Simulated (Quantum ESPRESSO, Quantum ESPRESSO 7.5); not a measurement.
**puckered PAs, 1 layer: a series in strain along the second axis**

Aim: how the results for puckered PAs, 1 layer change with strain along the second axis.

Method: plane-wave DFT, PBE, GBRV ultrasoft pseudopotentials, in Quantum ESPRESSO 7.5.

### Step 1. The starting structure

The cell holds 4 atoms: 2 P and 2 As. Cell: a = 4.690 Å, b = 3.500 Å, c = 17.360 Å, α = 90.0°, β = 90.0°, γ = 90.0°. It derives from PAs. Vacuum lies along c.

Set-up: Cell and atoms are first relaxed; each strained cell is then held, the other axis too, and the atoms relax in it. A periodic run with 15 Å of vacuum in the starting cell gives the vacuum levels, and bands follow along a path.

Members -2, -1, 0, 1 and 2 took the same steps and show in the table alone.

### Step 2. Variable-cell relaxation of the reference

What the set-up leaves free in this member is relaxed.

Contents of ref.relax.in:

```
&control
  prefix = 'ref.relax'
  outdir = './out'
  pseudo_dir = './pseudo'
  nstep = 80
  forc_conv_thr = 0.0004
  calculation = 'vc-relax'
  etot_conv_thr = 1e-06
/
&system
  ibrav = 0
  nat = 4
  ntyp = 2
  ecutwfc = 50
  ecutrho = 250
  occupations = 'smearing'
  smearing = 'fd'
  degauss = 0.004
/
&electrons
  conv_thr = 1e-09
  mixing_beta = 0.4
  electron_maxstep = 120
  mixing_mode = 'plain'
/
&ions
/
&cell
  cell_dofree = '2Dxy'
  press_conv_thr = 0.3
/
ATOMIC_SPECIES
  P   30.9738  p_pbe_v1.5.uspp.F.UPF
  As  74.9216  as_pbe_v1.uspp.F.UPF
CELL_PARAMETERS angstrom
  4.69000000000000 0.00000000000000 0.00000000000000
  0.00000000000000 3.50000000000000 0.00000000000000
  0.00000000000000 0.00000000000000 17.36000000000000
ATOMIC_POSITIONS crystal
  P   0.090000000000 0.000000000000 0.432027649770
  As  0.410000000000 0.500000000000 0.437788018433
  As  0.910000000000 0.000000000000 0.562211981567
  P   0.590000000000 0.500000000000 0.567972350230
K_POINTS automatic
  8 8 1 0 0 0
```

The run is started by

```bash
OMP_NUM_THREADS=1 mpirun -n 4 pw.x -nk 4 -in ref.relax.in > ref.relax.out
```

Log:

```text
Program PWSCF v.7.5 starts
[citation notice left out]

     Parallel version (MPI & OpenMP), running on       4 processor cores
     Number of MPI processes:                 4
     Threads/MPI process:                     1

     MPI processes distributed on     1 nodes
[...]
Current dimensions of program PWSCF are:
     Max number of different atomic species (ntypx) = 10
     Max number of k-points (npk) =  40000
     Max angular momentum in pseudopotentials (lmaxx) =  4
     Message from routine setup:
     using ibrav=0 with symmetry is DISCOURAGED, use correct ibrav instead

     K-points division:     npool     =       4
     Subspace diagonalization in iterative solution of the eigenvalue problem:
     a serial algorithm will be used

     G-vector sticks info
     --------------------
     sticks:   dense  smooth     PW     G-vecs:    dense   smooth      PW
     Sum        1165     919    277               128441    91669   14633

     Using Slab Decomposition

     bravais-lattice index     =            0
     lattice parameter (alat)  =       8.8628  a.u.
     unit-cell volume          =    1923.0351 (a.u.)^3
     number of atoms/cell      =            4
     number of atomic types    =            2
     number of electrons       =        20.00
     number of Kohn-Sham states=           14
     kinetic-energy cutoff     =      50.0000  Ry
     charge density cutoff     =     250.0000  Ry
     scf convergence threshold =      1.0E-09
     mixing beta               =       0.4000
     number of iterations used =            8  plain     mixing
     energy convergence thresh.=      1.0E-06
     force convergence thresh. =      4.0E-04
     press convergence thresh. =      3.0E-01
     Exchange-correlation= SLA  PW   PBE  PBE
                           (   1   4   3   4   0   0   0)
     nstep                     =           80

     celldm(1)=   8.862816  celldm(2)=   0.000000  celldm(3)=   0.000000
     celldm(4)=   0.000000  celldm(5)=   0.000000  celldm(6)=   0.000000

     crystal axes: (cart. coord. in units of alat)
               a(1) = (   1.000000   0.000000   0.000000 )
               a(2) = (   0.000000   0.746269   0.000000 )
               a(3) = (   0.000000   0.000000   3.701493 )

     reciprocal axes: (cart. coord. in units 2 pi/alat)
               b(1) = (  1.000000  0.000000  0.000000 )
               b(2) = (  0.000000  1.340000  0.000000 )
               b(3) = (  0.000000  0.000000  0.270161 )

     PseudoPot. # 1 for P  read from file:
     ./pseudo/p_pbe_v1.5.uspp.F.UPF
     Pseudo is Ultrasoft + core correction, Zval =  5.0
     Generated by new atomic code, or converted to UPF format
     Using radial grid of  903 points,  6 beta functions with:
                l(1) =   0
                l(2) =   0
                l(3) =   1
                l(4) =   1
                l(5) =   2
                l(6) =   2
     Q(r) pseudized with  8 coefficients,  rinner =    1.300   1.300   1.300
                                                       1.300   1.300

     PseudoPot. # 2 for As read from file:
     ./pseudo/as_pbe_v1.uspp.F.UPF
     Pseudo is Ultrasoft + core correction, Zval =  5.0
     Generated by new atomic code, or converted to UPF format
     Using radial grid of  875 points,  6 beta functions with:
                l(1) =   0
                l(2) =   0
                l(3) =   1
                l(4) =   1
                l(5) =   2
                l(6) =   2
     Q(r) pseudized with  8 coefficients,  rinner =    1.300   1.300   1.300
                                                       1.300   1.300

     atomic species   valence    mass     pseudopotential
     P                 5.00    30.97380     P ( 1.00)
     As                5.00    74.92160     As( 1.00)

      4 Sym. Ops. (no inversion) found ( 2 have fractional translation)

   Cartesian axes

     site n.     atom                  positions (alat units)
         1        P      tau(   1) = (   0.0900000   0.0000000   1.5991471  )
         2        As     tau(   2) = (   0.4100000   0.3731343   1.6204691  )
         3        As     tau(   3) = (   0.9100000   0.0000000   2.0810235  )
         4        P      tau(   4) = (   0.5900000   0.3731343   2.1023454  )

     number of k points=    25  Fermi-Dirac smearing, width (Ry)=  0.0040
                       cart. coord. in units 2pi/alat
        k(    1) = (   0.0000000   0.0000000   0.0000000), wk =   0.0312500
        k(    2) = (   0.0000000   0.1675000   0.0000000), wk =   0.0625000
        k(    3) = (   0.0000000   0.3350000   0.0000000), wk =   0.0625000
        k(    4) = (   0.0000000   0.5025000   0.0000000), wk =   0.0625000
        k(    5) = (   0.0000000  -0.6700000   0.0000000), wk =   0.0312500
        k(    6) = (   0.1250000   0.0000000   0.0000000), wk =   0.0625000
        k(    7) = (   0.1250000   0.1675000   0.0000000), wk =   0.1250000
        k(    8) = (   0.1250000   0.3350000   0.0000000), wk =   0.1250000
        k(    9) = (   0.1250000   0.5025000   0.0000000), wk =   0.1250000
        k(   10) = (   0.1250000  -0.6700000   0.0000000), wk =   0.0625000
[...]
k(   25) = (  -0.5000000  -0.6700000   0.0000000), wk =   0.0312500

     Dense  grid:   128441 G-vectors     FFT dimensions: (  48,  36, 180)

     Smooth grid:    91669 G-vectors     FFT dimensions: (  40,  30, 150)

     Estimated max dynamical RAM per process >     214.93 MB

     Estimated total dynamical RAM >     765.66 MB

     Initial potential from superposition of free atoms

     starting charge      19.9992, renormalised to      20.0000

     negative rho (up, down):  1.089E-04 0.000E+00
     Starting wfcs are   16 randomized atomic wfcs

     total cpu time spent up to now is        2.6 secs

     per-process dynamical memory:   103.4 Mb

     Self-consistent Calculation

     iteration #  1     ecut=    50.00 Ry     beta= 0.40
     Davidson diagonalization with overlap
     ethr =  1.00E-02,  avg # of iterations =  2.7

     Threshold (ethr) on eigenvalues was too large:
     Diagonalizing with lowered threshold

     Davidson diagonalization with overlap
     ethr =  3.26E-04,  avg # of iterations =  2.1

     negative rho (up, down):  1.937E-05 0.000E+00

     total cpu time spent up to now is        4.9 secs

     total energy              =    -111.54275151 Ry
     estimated scf accuracy    <       0.06515721 Ry

     iteration #  2     ecut=    50.00 Ry     beta= 0.40
[...]
negative rho (up, down):  5.061E-05 0.000E+00

[...]
one-electron contribution =    -248.88769939 Ry
     hartree contribution      =     128.43458025 Ry
     xc contribution           =     -74.76305847 Ry
     ewald contribution        =      83.66152091 Ry

     convergence has been achieved in   8 iterations

     negative rho (up, down):  1.404E-04 0.000E+00

     Forces acting on atoms (cartesian axes, Ry/au):

     atom    1 type  1   force =    -0.00157688   -0.00000000    0.00302431
     atom    2 type  2   force =     0.00157688    0.00000000   -0.00678514
     atom    3 type  2   force =     0.00157688    0.00000000    0.00678514
     atom    4 type  1   force =    -0.00157688    0.00000000   -0.00302431

     Total force =     0.010969     Total SCF correction =     0.000028

     Computing stress (Cartesian axis) and pressure

     negative rho (up, down):  1.404E-04 0.000E+00
          total   stress  (Ry/bohr**3)                   (kbar)     P=        0.19
   0.00000082   0.00000000   0.00000000            0.12        0.00        0.00
   0.00000000  -0.00000392   0.00000000            0.00       -0.58        0.00
   0.00000000   0.00000000   0.00000703            0.00        0.00        1.03

     Energy error            =      2.5E-03 Ry
     Gradient error          =      6.8E-03 Ry/Bohr
     Cell gradient error     =      5.8E-01 kbar

     number of scf cycles    =   3
     number of bfgs steps    =   2

     enthalpy           old  =    -111.5521897574 Ry
     enthalpy           new  =    -111.5546569750 Ry

     CASE: enthalpy          _new < enthalpy          _old

     new trust radius        =       0.0103540915 bohr
     new conv_thr            =       0.0000000002 Ry

     new unit-cell volume =   1940.28582 a.u.^3 (   287.52070 Ang^3 )
     density =      1.22317 g/cm^3

CELL_PARAMETERS (angstrom)
   4.719803704   0.000000000   0.000000000
   0.000000000   3.509097636   0.000000000
   0.000000000   0.000000000  17.360000000

ATOMIC_POSITIONS (crystal)
P                0.0794757148       -0.0000000000        0.4325052069
As               0.4205242852        0.5000000000        0.4370591037
As               0.9205242852        0.0000000000        0.5629408963
P                0.5794757148        0.5000000000        0.5674947931

[...]
NEW-OLD atomic charge density approx. for the potential
     New effective cutoffs (rho, wfc):  249.81   49.98

     negative rho (up, down):  1.412E-04 0.000E+00

     total cpu time spent up to now is       53.6 secs

     per-process dynamical memory:   111.5 Mb

[...]
!    total energy              =    -111.55480166 Ry
[...]
Total force =     0.009932     Total SCF correction =     0.000005
[...]
number of bfgs steps    =   3
[...]
new trust radius        =       0.0113906035 bohr
[...]
!    total energy              =    -111.55494644 Ry
[...]
Total force =     0.009708     Total SCF correction =     0.000007
[...]
number of bfgs steps    =   4
[...]
new trust radius        =       0.0170860241 bohr
[...]
!    total energy              =    -111.55515088 Ry
[...]
Total force =     0.009611     Total SCF correction =     0.000006
[...]
number of bfgs steps    =   5
[...]
new trust radius        =       0.0256289608 bohr
[...]
!    total energy              =    -111.55542297 Ry
[...]
Total force =     0.009629     Total SCF correction =     0.000018
[...]
number of bfgs steps    =   6
[...]
new trust radius        =       0.0384432963 bohr
[...]
!    total energy              =    -111.55574524 Ry
[...]
Total force =     0.009757     Total SCF correction =     0.000011
[...]
number of bfgs steps    =   7
[...]
new trust radius        =       0.0513730194 bohr
[...]
!    total energy              =    -111.55621011 Ry
[...]
Total force =     0.003119     Total SCF correction =     0.000011
[...]
number of bfgs steps    =  10
[...]
new trust radius        =       0.0049773490 bohr
[...]
Self-consistent Calculation

     iteration #  1     ecut=    50.00 Ry     beta= 0.40
     Davidson diagonalization with overlap
     ethr =  1.00E-06,  avg # of iterations =  2.0

     Threshold (ethr) on eigenvalues was too large:
     Diagonalizing with lowered threshold

     Davidson diagonalization with overlap
     ethr =  1.24E-08,  avg # of iterations =  6.1

     negative rho (up, down):  1.403E-04 0.000E+00

     total cpu time spent up to now is      178.9 secs

     total energy              =    -111.55622851 Ry
     estimated scf accuracy    <       0.00000140 Ry

[...]
iteration #  7     ecut=    50.00 Ry     beta= 0.40
[...]
negative rho (up, down):  1.405E-04 0.000E+00

[...]
End of self-consistent calculation

          k = 0.0000 0.0000 0.0000 ( 11481 PWs)   bands (ev):

   -15.7458 -13.5395 -10.4596  -6.9356  -6.3880  -5.4280  -4.3170  -3.0154
    -2.7606  -1.4958  -0.5989   0.4717   1.1403   1.8214

          k = 0.0000 0.1676 0.0000 ( 11459 PWs)   bands (ev):

   -15.5813 -13.3686 -10.5864  -7.1318  -6.2880  -5.2832  -5.0228  -3.4788
    -2.9399  -1.5946  -0.4442   0.9693   1.6999   2.0660

          k = 0.0000 0.3352 0.0000 ( 11477 PWs)   bands (ev):

   -15.0946 -12.8697 -11.0833  -8.0026  -5.9530  -5.8505  -4.8721  -4.0777
    -2.8905  -1.9625  -0.1614  -0.0099   1.6983   1.8142

          k = 0.0000 0.5028 0.0000 ( 11419 PWs)   bands (ev):

   -14.3111 -12.3631 -11.7066  -9.3849  -5.9403  -5.5384  -4.3122  -4.0114
    -3.2381  -2.6279  -0.2717   0.1896   0.4236   1.1180

          k = 0.0000-0.6704 0.0000 ( 11366 PWs)   bands (ev):

   -13.2974 -13.2974 -10.7536 -10.7536  -5.5710  -5.5710  -3.9374  -3.9374
    -3.2621  -3.2621  -0.1890  -0.1890   0.5698   0.5698

          k = 0.1248 0.0000 0.0000 ( 11512 PWs)   bands (ev):

   -15.6733 -13.6163 -10.5020  -7.5445  -5.9385  -5.1313  -4.2538  -2.7975
    -2.7095  -1.9735  -0.2040   0.5495   0.9144   1.7317

[...]
the Fermi energy is    -1.0409 ev

!    total energy              =    -111.55622868 Ry
     estimated scf accuracy    <          2.8E-11 Ry
     smearing contrib. (-TS)   =      -0.00000081 Ry
     internal energy E=F+TS    =    -111.55622787 Ry

     The total energy is F=E-TS. E is the sum of the following terms:
     one-electron contribution =    -250.15591934 Ry
     hartree contribution      =     129.11879967 Ry
     xc contribution           =     -74.76708653 Ry
     ewald contribution        =      84.24797833 Ry

     convergence has been achieved in   7 iterations

     negative rho (up, down):  1.405E-04 0.000E+00

     Forces acting on atoms (cartesian axes, Ry/au):

     atom    1 type  1   force =    -0.00054096    0.00000000    0.00042481
     atom    2 type  2   force =     0.00054096    0.00000000    0.00044157
     atom    3 type  2   force =     0.00054096   -0.00000000   -0.00044157
     atom    4 type  1   force =    -0.00054096    0.00000000   -0.00042481

     Total force =     0.001386     Total SCF correction =     0.000007

     Computing stress (Cartesian axis) and pressure

     negative rho (up, down):  1.405E-04 0.000E+00
          total   stress  (Ry/bohr**3)                   (kbar)     P=        0.29
   0.00000091   0.00000000   0.00000000            0.13        0.00        0.00
   0.00000000   0.00000737   0.00000000            0.00        1.08        0.00
   0.00000000   0.00000000  -0.00000239            0.00        0.00       -0.35

     Energy e
```

Wall time 4.9 min (4 MPI ranks of AMD EPYC 9R14 (Zen 4), shared host); peak memory 0.97 GiB.

The steps of the relaxation:

| step | energy less that of the first step (eV) | largest force (eV/Å) | volume (Å³) |
| --- | --- | --- | --- |
| 1 | 0.0000 | 1.0915 | 284.96 |
| 2 | -0.0822 | 0.5728 | 286.20 |
| 3 | -0.1157 | 0.1791 | 287.43 |
| 4 | -0.1177 | 0.1583 | 287.52 |
| 5 | -0.1197 | 0.1411 | 287.51 |
| 6 | -0.1224 | 0.1278 | 287.40 |
| 7 | -0.1261 | 0.1463 | 287.16 |
| 8 | -0.1305 | 0.1541 | 286.70 |
| 9 | -0.1343 | 0.1334 | 285.96 |
| 10 | -0.1357 | 0.0947 | 285.58 |
| 11 | -0.1369 | 0.0418 | 285.30 |
| 12 | -0.1371 | 0.0180 | 285.34 |
| 13 | -0.1372 | 0.0087 | 285.47 |
| 14 | -0.1372 | 0.0108 | 285.58 |
| 15 | -0.1373 | 0.0141 | 285.73 |
| 16 | -0.1373 | 0.0126 | 285.88 |
| 17 | -0.1374 | 0.0063 | 285.96 |
| 18 | -0.1374 | 0.0010 | 285.96 |
| 19 | -0.1374 | 0.0010 | 285.96 |

| cell as run | before | after | change |
| --- | --- | --- | --- |
| a (Å) | 4.690 | 4.697 | +0.2 % |
| b (Å) | 3.500 | 3.507 | +0.2 % |

The atoms that moved most (Å, along periodic axes as changes of fractional coordinates times the final cell, across vacuum about the mean position):

| atom | dx | dy | dz | length |
| --- | --- | --- | --- | --- |
| As2 | 0.051 | 0.000 | -0.097 | 0.110 |
| As3 | 0.051 | 0.000 | 0.097 | 0.110 |
| P1 | -0.051 | 0.000 | 0.089 | 0.103 |
| P4 | -0.051 | 0.000 | -0.089 | 0.103 |

The relaxed structure:

```xyz
4
Lattice="4.6974 0.0000 0.0000 0.0000 3.5067 0.0000 0.0000 0.0000 17.3600" Properties=species:S:1:pos:R:3
P     0.3714    0.0000    7.5894
As    1.9773    1.7534    7.5026
As    4.3259    0.0000    9.8574
P     2.7201    1.7534    9.7706
```

 The last row is no step: it is a fresh SCF in the final cell with a new plane-wave basis, -0 meV from the row before.

Numbers from this step:

| Quantity | Value |
| --- | --- |
| free energy | -1517.8001 eV |
| Fermi energy | -1.041 eV |

[end of part 1 of 7]

[Logs are printed without paths, hosts, clocks, repeated set-up lines and the standing remarks that a program may print on its own settings, such as how far it seeks lower states.]

[Hosts, paths, dates, database ids (printed as entryN), source tags and the programs' standing remarks are cut or masked in the printed files.]

[Maps of the electrostatic potential energy from Ansatz leave out the sawtooth potential of an applied field or a dipole correction, so their vacuum need not be flat; planar profiles and work functions include it.]
